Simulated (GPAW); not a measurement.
# GeBi3: optical spectrum from first principles

Aim: the dielectric function of GeBi3, and the optical constants that follow from it.

Calculated with GPAW 26.7.0; DFT, PBE, plane-wave PAW (GPAW data sets), scalar-relativistic, RPA, optical limit.

This is a report of a sequence of runs, with most program output left out.

### Step 1. Starting point

Symmetry: Fm-3m, No. 225, cubic system. Conventional cell: a = 7.734 Å, b = 7.734 Å, c = 7.734 Å, α = 90.00°, β = 90.00°, γ = 90.00°. Nearest to Bi lie 8 Bi at 3.35 Å. Bi has 4 Ge at 3.35 Å and 4 Bi at 3.35 Å nearest. Nearest to Ge lie 8 Bi at 3.35 Å. Farther neighbours are not listed.

Coordinates:

```cif
data_structure
_symmetry_space_group_name_H-M 'Fm-3m'
_symmetry_Int_Tables_number 225
_cell_length_a 7.7336
_cell_length_b 7.7336
_cell_length_c 7.7336
_cell_angle_alpha 90.000
_cell_angle_beta 90.000
_cell_angle_gamma 90.000
_cell_volume 462.54
loop_
_atom_site_label
_atom_site_type_symbol
_atom_site_symmetry_multiplicity
_atom_site_Wyckoff_symbol
_atom_site_fract_x
_atom_site_fract_y
_atom_site_fract_z
_atom_site_occupancy
Bi1 Bi 4 b 0.50000 0.00000 0.00000 1
Bi2 Bi 8 c 0.25000 0.25000 0.75000 1
Ge1 Ge 4 a 0.00000 0.00000 0.00000 1
```

### Step 2. Ground state

The self-consistent density comes first; it also tells whether there is a gap, which decides the occupations and the need for a Drude term.

This step: DFT, PBE, plane-wave PAW (GPAW data sets), scalar-relativistic, ground state (GPAW 26.7.0).

Input file gs.py:

```python
from ase import Atoms
from ase.dft.bandgap import bandgap
from gpaw import GPAW, PW, FermiDirac

atoms = Atoms(['Bi', 'Bi', 'Bi', 'Ge'],
              cell=[[0.000000000000, 3.866821000000, 3.866821000000],
                    [3.866821000000, 0.000000000000, 3.866821000000],
                    [3.866821000000, 3.866821000000, 0.000000000000]],
              scaled_positions=[[0.500000000000, 0.500000000000, 0.500000000000],
                                [0.750000000000, 0.750000000000, 0.750000000000],
                                [0.250000000000, 0.250000000000, 0.250000000000],
                                [0.000000000000, 0.000000000000, 0.000000000000]],
              pbc=[True, True, True])
atoms.calc = GPAW(mode=PW(450), xc='PBE', kpts={'size': (5, 5, 5), 'gamma': True},
                  occupations=FermiDirac(0.05), maxiter=150, txt='gs.txt')
print('energy (eV)', atoms.get_potential_energy())
print('Fermi level (eV)', atoms.calc.get_fermi_level())
print('valence electrons', atoms.calc.get_number_of_electrons())
print('gap (eV)', bandgap(atoms.calc, output=None)[0])
print('direct gap (eV)', bandgap(atoms.calc, direct=True, output=None)[0])
atoms.calc.write('gs.gpw')
```

Launch:

```console
OMP_NUM_THREADS=1 python gs.py
```

It took 18 s on 1 thread of Arm Neoverse V1, shared host; peak memory 0.17 GiB.

Numbers from this step:

```
energy       : -17.63 eV
Fermi energy : 7.688 eV
electrons    : 49
```

There are states at the Fermi level within the smearing, so the occupations stay smeared and the carriers get a Drude term.

### Step 3. Bands for the response

The response needs many more empty bands than the density does.

This step: DFT, PBE, plane-wave PAW (GPAW data sets), scalar-relativistic, bands at fixed density (GPAW 26.7.0).

Input file nscf.py:

```python
from ase.dft.bandgap import bandgap
from gpaw import GPAW, FermiDirac

calc = GPAW('gs.gpw').fixed_density(kpts={'size': (8, 8, 8), 'gamma': True}, nbands=85, convergence={'bands': 79},
                                    occupations=FermiDirac(0.05), txt='nscf.txt')
print('gap (eV)', bandgap(calc, output=None)[0])
print('direct gap (eV)', bandgap(calc, direct=True, output=None)[0])
print('top band over the Fermi level (eV)', min(calc.get_eigenvalues(kpt=k)[78] for k in range(len(calc.get_ibz_k_points()))) - calc.get_fermi_level())
calc.write('full.gpw', mode='all')
```

Launch:

```console
OMP_NUM_THREADS=1 python nscf.py
```

It took 3.6 min on 1 thread; peak memory 0.29 GiB.

### Step 4. Dielectric function, RPA

Transitions between filled and empty bands, summed over the zone, give the optical response, so mesh, band count and broadening shape it.

The induced potential is part of this response.

This step: DFT, PBE, plane-wave PAW (GPAW data sets), scalar-relativistic, RPA, optical limit (GPAW 26.7.0).

Input file df.py:

```python
from gpaw.response.df import DielectricFunction

df = DielectricFunction('full.gpw', frequencies={'type': 'nonlinear', 'domega0': 0.03, 'omega2': 8},
                        ecut=50,
                        eta=0.1,
                        nbands=79,
                        rate=0.05,
                        txt='df.txt')
for direction in ['x']:
    df.get_dielectric_function(xc='RPA', direction=direction, filename=f'df_{direction}.csv')
```

Launch:

```console
OMP_NUM_THREADS=1 python df.py
```

Run time: 46 s. Hardware: 1 thread; peak memory 0.42 GiB.

Numbers from this step:

```
centre of weight of the strongest loss peak in the window : 18.82 eV
```

Some rows of df_x.csv (energy; Re and Im without local fields; Re and Im with them):

```text
0.000000, 71848.254715, 0.000000, 71834.246075, 0.000000
0.651243, -438.513370, 137.304166, -439.040732, 137.403445
1.347938, -114.139287, 29.536658, -115.172941, 29.064030
2.095014, -47.914215, 16.475989, -48.654599, 16.122166
2.898142, -30.676932, 13.466934, -30.357028, 12.687093
3.763875, -20.876023, 3.656215, -20.882142, 3.612692
4.699832, -10.158922, 5.400376, -9.980174, 4.852128
5.714917, -9.374041, 4.058668, -9.034810, 3.938221
6.819608, -5.639757, 2.092956, -5.526861, 1.903377
8.026317, -3.927473, 0.954731, -3.914084, 0.848326
9.349861, -2.586612, 0.794177, -2.556509, 0.682512
10.808071, -1.536812, 0.766185, -1.550954, 0.566212
12.422601, -1.295253, 0.747394, -1.092351, 0.647879
14.220012, -0.921778, 0.462238, -0.738224, 0.495301
16.233242, -0.421220, 0.279757, -0.363619, 0.307819
18.503643, -0.051250, 0.114236, -0.036430, 0.125357
21.083856, 0.290139, 0.097376, 0.293038, 0.087961
24.041937, 0.579691, 0.294196, 0.579525, 0.195042
27.467452, 0.306895, 0.182142, 0.412640, 0.323648
```

Sum at mesh points, not converged in k. The Im ε, E ∥ x by photon energy; read off at these points:

| photon energy (eV) | Im ε, E ∥ x |
| --- | --- |
| 1 | 59.8 |
| 2 | 20.4 |
| 3 | 9.93 |
| 4 | 2.18 |
| 5 | 5.08 |
| 6 | 2.43 |
| 7 | 1.67 |
| 8 | 0.870 |
| 9 | 0.744 |
| 10 | 0.552 |
| 11 | 0.546 |
| 12 | 0.727 |
| 13 | 0.510 |
| 14 | 0.589 |
| 15 | 0.452 |
| 16 | 0.360 |
| 17 | 0.191 |
| 18 | 0.210 |
| 19 | 0.117 |
| 20 | 0.0834 |
| 21 | 0.0907 |
| 22 | 0.0925 |
| 23 | 0.0719 |
| 24 | 0.195 |
| 25 | 0.274 |
| 26 | 0.276 |
| 27 | 0.410 |

Values under 1 per cm are given as 1; sum at mesh points, not converged in k. Table of absorption coefficient, E ∥ x by photon energy:

photon energy (eV), log10 absorption coefficient, E ∥ x (1/cm) and a bar from the least value:
```
     1.01        6.2 ###########################
     1.99        6.2 ############################
     3.02        6.2 ############################
     3.98        6.2 #############################
     4.98        6.2 #############################
     6.02        6.3 ##############################
     6.99        6.2 #############################
     8.03        6.2 #############################
     9.02        6.2 ############################
    10.03        6.2 ###########################
    11.03        6.1 ##########################
    12.02        6.1 ###########################
    13.00        6.1 ##########################
    14.04        6.1 ##########################
    14.96        6.1 ##########################
    16.03        6.1 #########################
    16.96        6.0 #######################
    18.05        5.9 #####################
    18.97        5.6 #############
    20.06        5.3 #####
    20.95        5.3 #####
    22.02        5.2 ####
    23.01        5.1 
    24.04        5.5 ###########
    24.97        5.7 ###############
    25.94        5.6 ###############
    26.95        5.8 ###################
```

Sum at mesh points, not converged in k. Im ε, E ∥ x against photon energy; read off at these points:

| photon energy (eV) | without local fields | with local fields |
| --- | --- | --- |
| 1 | 59.6 | 59.8 |
| 2 | 21.0 | 20.4 |
| 3 | 10.8 | 9.93 |
| 4 | 2.31 | 2.18 |
| 5 | 5.57 | 5.08 |
| 6 | 2.43 | 2.43 |
| 7 | 1.82 | 1.67 |
| 8 | 0.981 | 0.870 |
| 9 | 0.859 | 0.744 |
| 10 | 0.712 | 0.552 |
| 11 | 0.864 | 0.546 |
| 12 | 0.886 | 0.727 |
| 13 | 0.675 | 0.510 |
| 14 | 0.610 | 0.589 |
| 15 | 0.354 | 0.452 |
| 16 | 0.277 | 0.360 |
| 17 | 0.160 | 0.191 |
| 18 | 0.182 | 0.210 |
| 19 | 0.109 | 0.117 |
| 20 | 0.0950 | 0.0834 |
| 21 | 0.100 | 0.0907 |
| 22 | 0.121 | 0.0925 |
| 23 | 0.0892 | 0.0719 |
| 24 | 0.295 | 0.195 |
| 25 | 0.364 | 0.274 |
| 26 | 0.392 | 0.276 |
| 27 | 0.363 | 0.410 |

The reflectivity at normal incidence, E ∥ x has structure finer than the step of the table below, so its rows give means over 1 eV, whole bins alone (the curve runs from 0.305 to 27.5 eV). Peaks (eV: height): 6.4: 90.5, 16.9: 58.0.

Sum at mesh points, not converged in k. Reflectivity at normal incidence, E ∥ x against photon energy; means over each step:

| photon energy (eV) | reflectivity at normal incidence, E ∥ x (%) |
| --- | --- |
| 1 | 96.3 |
| 2 | 91.0 |
| 3 | 85.0 |
| 4 | 90.5 |
| 5 | 78.6 |
| 6 | 84.1 |
| 7 | 81.6 |
| 8 | 84.7 |
| 9 | 79.2 |
| 10 | 76.8 |
| 11 | 64.3 |
| 12 | 57.7 |
| 13 | 58.4 |
| 14 | 51.7 |
| 15 | 53.3 |
| 16 | 50.8 |
| 17 | 54.1 |
| 18 | 44.8 |
| 19 | 32.1 |
| 20 | 16.1 |
| 21 | 9.05 |
| 22 | 5.13 |
| 23 | 2.81 |
| 24 | 2.04 |
| 25 | 2.64 |
| 26 | 2.15 |

The loss function −Im 1/ε at q → 0, E ∥ x has structure finer than the step of the table below, so its rows give means over 1 eV, whole bins alone (the curve runs from 0.305 to 27.5 eV). Peaks (eV: height): 18.7: 8.40.

Sum at mesh points, not converged in k. The loss function −Im 1/ε at q → 0, E ∥ x by energy loss; means over each step:

| energy loss (eV) | loss function −Im 1/ε at q → 0, E ∥ x |
| --- | --- |
| 1 | 0.00138 |
| 2 | 0.00675 |
| 3 | 0.0150 |
| 4 | 0.0138 |
| 5 | 0.0391 |
| 6 | 0.0323 |
| 7 | 0.0502 |
| 8 | 0.0525 |
| 9 | 0.0911 |
| 10 | 0.137 |
| 11 | 0.291 |
| 12 | 0.387 |
| 13 | 0.502 |
| 14 | 0.686 |
| 15 | 0.857 |
| 16 | 1.28 |
| 17 | 2.11 |
| 18 | 4.54 |
| 19 | 6.96 |
| 20 | 2.37 |
| 21 | 1.01 |
| 22 | 0.535 |
| 23 | 0.337 |
| 24 | 0.513 |
| 25 | 0.679 |
| 26 | 0.609 |

At chosen wavelengths:

| wavelength (nm) | n | k | R (%) | 1/α |
| --- | --- | --- | --- | --- |
| 1550 | 2.30 | 17.713 | 97.2 | 7.0 nm |
| 800 | 1.01 | 9.152 | 95.4 | 7.0 nm |
| 633 | 1.48 | 7.459 | 90.4 | 6.8 nm |
| 532 | 1.43 | 6.203 | 87.1 | 6.8 nm |
| 405 | 1.07 | 4.963 | 85.2 | 6.5 nm |
| 308 | 0.27 | 3.980 | 93.9 | 6.2 nm |
| 248 | 0.80 | 3.185 | 76.2 | 6.2 nm |

A polished face would reflect 89 % of daylight and look near white (CIE x = 0.319, y = 0.334 under D65).

### Step 5. Summary of results

| Item | Value |
| --- | --- |
| centre of weight of the strongest loss peak in the window, first axis | 18.8 eV |

At this level (PBE, RPA) GeBi3 is a metal. The mesh is too coarse to trust the carriers' weight, the reflectivity or the colour to better than tens of per cent. A polished face would reflect 89 % of daylight and look near white (CIE x = 0.319, y = 0.334 under D65). The carriers' damping of 0.05 eV is typed, not computed; it shapes the response at the lowest energies. Spin-orbit coupling is left out although heavy atoms are present. The curves end at 27 eV, about where the summed bands run out. GPAW's carrier term has the form −ωp²/(ω + i·rate)², which damps like twice the rate and fails at low energy, so the curves leave the lowest energies out. The sum runs over mesh points 0.18 Å⁻¹ apart with no interpolation, so peaks are partly noise of the mesh, and the Drude plasma energy, a sum over the Fermi surface, isn't converged.

[Machine, clock and banner lines and Python warnings are left out of the logs.]

[Logs are printed without paths, hosts, clocks, repeated set-up lines and the standing remarks that a program may print on its own settings, such as how far it seeks lower states.]

[Hosts, paths, dates, database ids (printed as entryN), source tags and the programs' standing remarks are cut or masked in the printed files.]
